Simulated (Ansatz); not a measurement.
# Gate voltage at the highest density: F-SiC-F chair monolayer

A layer charged from two gates alike needs a voltage that grows with the carrier density; the slope is e over the total capacitance.

How it was computed: Ansatz 0.2.0, plane waves with PAW datasets (its set soft_2), LDA; isolated slab, charged sheets 5 Å from the outer atoms behind model barriers, atoms held, Fermi-Dirac smearing of 0.05 eV. The voltage is that of the gates (their mean) against the layer's Fermi level, from the uncharged case, which has a gap of 1.68 eV.

| run | added electrons (10¹³ per cm²) | gate voltage (V) |
| --- | --- | --- |
| run 1 | 0.50 | 1.00 |
| run 2 | 2.00 | 1.76 |
| run 3 | 6.00 | ? |

Q: Estimate the withheld value from the rows shown.

Two rows fix a line: slope = (1.76 − 1.00) / (2.00 − 0.50) = 0.5067, intercept 0.7466. The capacitance is 1.602/0.5067 = 3.16 µF/cm², against 3.54 µF/cm² for plates 5 Å apart in vacuum on both sides. The intercept is mostly the shift of the Fermi level from inside the gap to the band edge. At 6.00 it gives 0.5067 × 6.00 + 0.7466 = 3.79 V, beyond the rows fitted. Rounding of the rows alone allows about ±0.032 V there; two rows can't show whether the line holds.

The run itself gives 3.64 V: a miss of −0.15 V, or 4.1 % of the value. The capacitance rises towards the highest density.

**Limits.** The gates are model sheets, not atoms, and low densities sample few k-points.
